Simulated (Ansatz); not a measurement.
**One crystal, many levels of theory: SnO2 (Cassiterite)**

What gap does each level of theory give for SnO2 (Cassiterite), and in what time?

Method: density functionals, hybrids and G0W0, plane waves, PAW, in Ansatz 0.2.0.

**Experimental background.**

- Gap 3.6 eV: experimental gap quoted from earlier work; bulk crystal (quoted in “Study on the Photocatalytic Properties of Flower-Shaped SnO2”, 2022, pmc:9565917).

Report form: the programs' logs are mostly left out.

In doubt: masses and optical values from hybrid runs of this build are listed as unsure (step 10), which bears on the screening that GW takes from such a start.

## 1. Starting point

Symmetry: P4_2/mnm, No. 136, tetragonal system. The conventional cell has a = 4.738 Å, b = 4.738 Å, c = 3.187 Å, α = 90.00°, β = 90.00°, γ = 90.00°. Sn has 6 O at 2.05 to 2.06 Å nearest. Nearest to O lie 3 Sn at 2.05 to 2.06 Å. Farther neighbours and most contacts between anions are not listed.

Coordinates:

```cif
data_structure
_symmetry_space_group_name_H-M 'P4_2/mnm'
_symmetry_Int_Tables_number 136
_cell_length_a 4.7380
_cell_length_b 4.7380
_cell_length_c 3.1865
_cell_angle_alpha 90.000
_cell_angle_beta 90.000
_cell_angle_gamma 90.000
_cell_volume 71.53
loop_
_atom_site_label
_atom_site_type_symbol
_atom_site_symmetry_multiplicity
_atom_site_Wyckoff_symbol
_atom_site_fract_x
_atom_site_fract_y
_atom_site_fract_z
_atom_site_occupancy
Sn1 Sn 2 a 0.00000 0.00000 0.00000 1
O1 O 4 f 0.30710 0.30710 0.00000 1
```

The cell and positions come from the Crystallography Open Database and are kept as given unless a step says otherwise. The default PAW set here is soft_2. Its files were made with PBE.

## 2. LDA on the 6×6×8 mesh

This step: DFT, LDA, plane waves, PAW.

File input.yaml:

```yaml
crystal:
  lattice:
    - [4.738, 0.0, 0.0]
    - [0.0, 4.738, 0.0]
    - [0.0, 0.0, 3.1865]
  atoms:
    - { symbol: Sn, position: [0.0, 0.0, 0.0] }
    - { symbol: Sn, position: [0.5, 0.5, 0.5] }
    - { symbol: O, position: [0.3071, 0.3071, 0.0] }
    - { symbol: O, position: [0.1929, 0.8071, 0.5] }
    - { symbol: O, position: [0.6929, 0.6929, 0.0] }
    - { symbol: O, position: [0.8071, 0.1929, 0.5] }
kpoints:
  mp_grid: { grid: [6, 6, 8] }
  band_path:
    path:
      - [0.0, 0.0, 0.0]
      - [0.0, 0.5, 0.0]
      - [0.5, 0.5, 0.0]
      - [0.0, 0.0, 0.5]
      - [0.0, 0.5, 0.5]
      - [0.5, 0.5, 0.5]
    npoints: 1
hamiltonian:
  xc: lda
scf:
  occupations: { method: fixed }
  n_extra_bands: 6
output:
  forces: true
  stress: true
  eigenvalues: true
```

Started as:

```sh
> ansatz run input.yaml --threads 3 --pin off --max-ram 64512MiB --backend cuda --events-out ev --progress --plain --runs-dir out --devices 1 --max-vram 24GiB  # rebuilt from the run's record
```

Wall time 3.1 s (1 × NVIDIA H100 80GB HBM3 (shared by 3 runs) with 3 threads of AMD EPYC 7R13 (Zen 3), shared host); peak memory 1 GiB; 2.9 s of CPU time.

This step gave:

- pressure: -0.7375 GPa
- gap: 1.134 eV
- valence top at: Γ
- conduction bottom at: Γ
- least direct gap: 1.134 eV

Over mesh and listed points the gap is 1.134 eV, direct, at k = Γ.

## 3. PBE on the 6×6×8 mesh

Levels along a band path and on the mesh show where this functional puts the band edges.

This step: DFT, PBE, plane waves, PAW.

input.yaml, as its differences from that of step 2:

```diff
@@ -16,13 +16,10 @@
     path:
-      - [0.0, 0.0, 0.0]
-      - [0.0, 0.5, 0.0]
-      - [0.5, 0.5, 0.0]
-      - [0.0, 0.0, 0.5]
-      - [0.0, 0.5, 0.5]
-      - [0.5, 0.5, 0.5]
-    npoints: 1
+      - [[0.0, 0.0, 0.0], [0.0, 0.5, 0.0], [0.5, 0.5, 0.0], [0.0, 0.0, 0.0], [0.0, 0.0, 0.5], [0.0, 0.5, 0.5], [0.5, 0.5, 0.5], [0.0, 0.0, 0.5]]
+      - [[0.0, 0.5, 0.0], [0.0, 0.5, 0.5]]
+      - [[0.5, 0.5, 0.0], [0.5, 0.5, 0.5]]
+    npoints: 10
 hamiltonian:
-  xc: lda
+  xc: pbe
 scf:
-  occupations: { method: fixed }
+  occupations: { method: fermi_dirac, width: 0.02 }
   n_extra_bands: 6
@@ -32 +29,5 @@
   eigenvalues: true
+  write_density: true
+  write_potential: true
+  elf: true
+  volumetric_format: npy
```

Wall time 5.7 s (1 × NVIDIA H100 80GB HBM3 (shared by 3 runs) with 3 threads); peak memory 1 GiB.

Numbers from this step:

| Property | Result |
| --- | --- |
| pressure | 11.08 GPa |
| filled bands | 26 |
| gap | 1.282 eV |
| valence top at | Γ |
| conduction bottom at | Γ |
| least direct gap | 1.282 eV |

Over mesh and path the gap is 1.282 eV, direct, at k = Γ. The pressure in this cell is 11 GPa; the cell is kept. PBE against LDA: 1.282 − 1.134 = +0.148 eV, with the same mesh, files and cutoff, and both edges at the same k points.

## 4. PBE+SOC on the 6×6×8 mesh

This run has two-component orbitals with spin-orbit coupling.

This step: DFT, PBE with spin-orbit coupling, plane waves, PAW.

input.yaml, the sections that differ from step 3:

```yaml
kpoints:
  mp_grid: { grid: [6, 6, 8] }
  band_path:
    path:
      - [0.0, 0.0, 0.0]
      - [0.0, 0.5, 0.0]
      - [0.5, 0.5, 0.0]
      - [0.0, 0.0, 0.5]
      - [0.0, 0.5, 0.5]
      - [0.5, 0.5, 0.5]
    npoints: 1
scf:
  occupations: { method: fermi_dirac, width: 0.02 }
  n_extra_bands: 12
magnetization:
  noncollinear: true
  spin_orbit: true
output:
  forces: true
  stress: true
  eigenvalues: true
# crystal, hamiltonian: as in step 3
```

Run time: 3.6 s. Hardware: 1 × NVIDIA H100 80GB HBM3 (shared by 3 runs) with 3 threads; peak memory 1 GiB; 6.7 s of CPU time.

This step gave:

```yaml
pressure: 11.04 GPa
gap: 1.288 eV
valence_top_at: Γ
conduction_bottom_at: Γ
least_direct_gap: 1.288 eV
```

Over mesh and listed points the gap is 1.288 eV, direct, at k = Γ. The pressure in this cell is 11 GPa; the cell is kept. PBE+SOC against PBE: 1.288 − 1.282 = +0.006 eV, with the same mesh, set of files (read in its fully relativistic form for the spin-orbit run) and cutoff, and both edges at the same k points. The spin-orbit run sees mesh and listed points alone, so its gap is an upper bound: the coupling can move an edge off these points, and the change over the zone, its sign included where it is small, is not known.

## 5. r2SCAN on the 6×6×8 mesh

r2SCAN is a meta-GGA: it depends on the kinetic-energy density as well as on the density and its gradient.

This step: DFT, r2SCAN, plane waves, PAW.

input.yaml, as its differences from that of step 4:

```diff
@@ -24,9 +24,6 @@
 hamiltonian:
-  xc: pbe
+  xc: r2scan
 scf:
-  occupations: { method: fermi_dirac, width: 0.02 }
-  n_extra_bands: 12
-magnetization:
-  noncollinear: true
-  spin_orbit: true
+  occupations: { method: fixed }
+  n_extra_bands: 6
 output:
```

Wall time 2.7 s (1 × NVIDIA H100 80GB HBM3 (shared by 3 runs) with 3 threads); peak memory 1.1 GiB.

This step gave:

```yaml
pressure: 3.336 GPa
gap: 1.958 eV
valence_top_at: Γ
conduction_bottom_at: Γ
least_direct_gap: 1.958 eV
```

Over mesh and listed points the gap is 1.958 eV, direct, at k = Γ. r2SCAN against PBE: 1.958 − 1.282 = +0.676 eV. The runs also differ in plane-wave cutoff (420 eV and 500 eV), so how much of this comes from the functional alone is not known.

## 6. HSE06 on the 4×4×4 mesh

HSE06 mixes in a quarter of exact exchange at short range.

This step: DFT, HSE06, plane waves, PAW.

input.yaml, as its differences from that of step 5:

```diff
@@ -13,3 +13,3 @@
 kpoints:
-  mp_grid: { grid: [6, 6, 8] }
+  mp_grid: { grid: [4, 4, 4] }
   band_path:
@@ -24,3 +24,3 @@
 hamiltonian:
-  xc: r2scan
+  xc: hse06
 scf:
```

It took 20 s on 1 × NVIDIA H100 80GB HBM3 (shared by 3 runs) with 3 threads; peak memory 2.1 GiB; 34 s of CPU time.

This step gave:

- gap: 3.041 eV
- valence top at: Γ
- conduction bottom at: Γ
- least direct gap: 3.041 eV
- exact-exchange fraction: 0.25

Over mesh and listed points the gap is 3.041 eV, direct, at k = Γ. HSE06 against PBE: 3.041 − 1.282 = +1.759 eV. The runs also differ in mesh (6×6×8 and 4×4×4), so how much of this comes from the functional alone is not known. The program's warnings for this run: stress exchange threshold loose; stress scf threshold loose.

## 7. PBE0 on the 4×4×4 mesh

PBE0 mixes in a quarter of exact exchange at all distances.

This step: DFT, PBE0, plane waves, PAW.

input.yaml, as its differences from that of step 6:

```diff
@@ -24,3 +24,3 @@
 hamiltonian:
-  xc: hse06
+  xc: pbe0
 scf:
```

It took 18 s on 1 × NVIDIA H100 80GB HBM3 (shared by 3 runs) with 3 threads; peak memory 2 GiB; 30 s of CPU time.

Numbers from this step:

```
gap                     : 3.764 eV
valence top at          : Γ
conduction bottom at    : Γ
least direct gap        : 3.764 eV
exact-exchange fraction : 0.25
```

Over mesh and listed points the gap is 3.764 eV, direct, at k = Γ. PBE0 against HSE06: 3.764 − 3.041 = +0.723 eV, with the same mesh, files and cutoff, and both edges at the same k points. The program's warnings for this run: stress exchange threshold loose; stress scf threshold loose.

## 8. DDH-PBE0 on the 4×4×4 mesh

The input asks for a share of exact exchange of one over the crystal's ε∞, which the program works out first.

This step: DFT, dielectric-dependent PBE0 (fraction 1/eps_inf of PBE), plane waves, PAW.

input.yaml, as its differences from that of step 7:

```diff
@@ -12,2 +12,3 @@
     - { symbol: O, position: [0.8071, 0.1929, 0.5] }
+  host: atoms
 kpoints:
@@ -24,3 +25,6 @@
 hamiltonian:
-  xc: pbe0
+  xc:
+    exchange: pbe
+    correlation: pbe
+    exx: { coeff: inverse_dielectric }
 scf:
@@ -32 +36,5 @@
   eigenvalues: true
+  write_density: true
+  write_potential: true
+  elf: true
+  volumetric_format: npy
```

The job ended after 28 s (1 × NVIDIA H100 80GB HBM3 (shared by 3 runs) with 3 threads; peak memory 2.2 GiB; 50 s of CPU time).

This step gave:

- gap: 3.503 eV
- valence top at: Γ
- conduction bottom at: Γ
- least direct gap: 3.503 eV
- exact-exchange fraction: 0.2248

Over mesh and listed points the gap is 3.503 eV, direct, at k = Γ. DDH-PBE0 against PBE0: 3.503 − 3.764 = −0.261 eV, with the same mesh, files and cutoff, and both edges at the same k points. The program's warnings for this run: stress exchange threshold loose; stress scf threshold loose.

## 9. G0W0@PBE, 4×4×4 mesh, 459 empty bands, screening to 200 eV

G0W0 replaces the xc potential by a self-energy built once from the orbitals of the start. Levels are corrected in the window of bands that the input names, at points of the mesh.

This step: G0W0 on PBE, plane waves, PAW.

File input.yaml:

```yaml
crystal:
  lattice:
    - [4.738, 0.0, 0.0]
    - [0.0, 4.738, 0.0]
    - [0.0, 0.0, 3.1865]
  atoms:
    - { symbol: Sn, position: [0.0, 0.0, 0.0] }
    - { symbol: Sn, position: [0.5, 0.5, 0.5] }
    - { symbol: O, position: [0.3071, 0.3071, 0.0] }
    - { symbol: O, position: [0.1929, 0.8071, 0.5] }
    - { symbol: O, position: [0.6929, 0.6929, 0.0] }
    - { symbol: O, position: [0.8071, 0.1929, 0.5] }
kpoints:
  mp_grid: { grid: [4, 4, 4] }
hamiltonian:
  xc: pbe
scf:
  occupations: { method: fixed }
gw:
  n_empty_bands: 459
  ecut_chi: 200.0
  qp_bands: [v2, c2]
  qp_kpoints: band_edges
  screening: { model: contour_deformation }
```

It took 20 s on 1 × NVIDIA H100 80GB HBM3 (shared by 3 runs) with 3 threads; peak memory 2 GiB.

Numbers from this step:

```yaml
bands_summed: 485
rpa_eps_infinity_on_this_mesh_eigenvalues: 4.441, 4.441, 4.711
plane_waves_in_the_screening_matrix: 471
g0w0_gap_over_the_corrected_points: 2.824 eV
k_of_the_valence_top: 0, 0, 0
k_of_the_conduction_bottom: 0, 0, 0
starting_gap_on_the_mesh: 1.281 eV
z_at_the_valence_top: 0.7486
z_at_the_conduction_bottom: 0.8202
least_direct_g0w0_gap_over_the_corrected_points: 2.824 eV
```

Over 8 of 18 irreducible mesh points the G0W0 gap is 2.824 eV, direct, at k = Γ. The PBE gap of this run on the mesh is 1.281 eV. The two states that bound the G0W0 gap lie that far apart at the start, so the correction of the gap is 2.824 − 1.281 = +1.543 eV.

## 10. G0W0@HSE06, 4×4×4 mesh, 459 empty bands, screening to 200 eV

This step: G0W0 on HSE06, plane waves, PAW.

input.yaml, as its differences from that of step 9:

```diff
@@ -15,3 +15,3 @@
 hamiltonian:
-  xc: pbe
+  xc: hse06
 scf:
```

Wall time 46 s (1 × NVIDIA H100 80GB HBM3 (shared by 3 runs) with 3 threads); peak memory 2.3 GiB.

This step gave:

```
bands summed                                    : 485
RPA ε∞ on this mesh (eigenvalues)               : 3.338, 3.338, 3.706
plane waves in the screening matrix             : 471
G0W0 gap over the corrected points              : 3.739 eV
k of the valence top                            : 0, 0, 0
k of the conduction bottom                      : 0, 0, 0
starting gap on the mesh                        : 3.041 eV
Z at the valence top                            : 0.7890
Z at the conduction bottom                      : 0.8519
least direct G0W0 gap over the corrected points : 3.739 eV
```

Over 8 of 18 irreducible mesh points the G0W0 gap is 3.739 eV, direct, at k = Γ. The HSE06 gap of this run on the mesh is 3.041 eV. The two states that bound the G0W0 gap lie that far apart at the start, so the correction of the gap is 3.739 − 3.041 = +0.698 eV. G0W0@HSE06 against G0W0@PBE with 485 bands: 3.739 − 2.824 = +0.915 eV, with the same mesh, files and cutoffs, and both edges at the same k points.

## 11. G0W0@LDA, 4×4×4 mesh, 459 empty bands, screening to 200 eV

This step: G0W0 on LDA, plane waves, PAW.

input.yaml, as its differences from that of step 10:

```diff
@@ -15,3 +15,3 @@
 hamiltonian:
-  xc: hse06
+  xc: lda
 scf:
```

It took 18 s on 1 × NVIDIA H100 80GB HBM3 (shared by 3 runs) with 3 threads; peak memory 2 GiB.

This step gave:

- bands summed: 485
- RPA ε∞ on this mesh (eigenvalues): 4.674, 4.674, 4.899
- plane waves in the screening matrix: 471
- G0W0 gap over the corrected points: 2.817 eV
- k of the valence top: 0, 0, 0
- k of the conduction bottom: 0, 0, 0
- starting gap on the mesh: 1.133 eV
- Z at the valence top: 0.7452
- Z at the conduction bottom: 0.8161
- least direct G0W0 gap over the corrected points: 2.817 eV

Over 8 of 18 irreducible mesh points the G0W0 gap is 2.817 eV, direct, at k = Γ. The LDA gap of this run on the mesh is 1.133 eV. The two states that bound the G0W0 gap lie that far apart at the start, so the correction of the gap is 2.817 − 1.133 = +1.684 eV. G0W0@LDA against G0W0@HSE06 with 485 bands: 2.817 − 3.739 = −0.922 eV, with the same mesh, files and cutoffs, and both edges at the same k points. The program marks 2 of the 32 corrected levels as in doubt (Σc rises), neither edge state among them.

(Continued in part 2 of 2.)

[Paths, hosts, dates, memory and timing lines, banners, echoed tables and standing remarks are left out of the program output.]

[Logs are printed without paths, hosts, clocks, repeated set-up lines and the standing remarks that a program may print on its own settings, such as how far it seeks lower states.]

[Runs of the session that timed out or met a known fault of the program may be left out.]

[Cells called generated may have been cut or substituted from an entry of the Crystallography Open Database or the Materials Project.]

[Hosts, paths, dates, database ids (printed as entryN), source tags and the programs' standing remarks are cut or masked in the printed files.]

[Where an RPA ε∞ is given, it is that of the G0W0 mesh and is not shown converged in it. Names of k-points follow the symmetry that the program found, which can be lower than the space group named. Band edges on a path are those of the sampled points; other points can move an edge, and change direct to indirect where valleys lie close.]

[Hybrid gaps are those of their k-mesh and are not shown converged in it.]
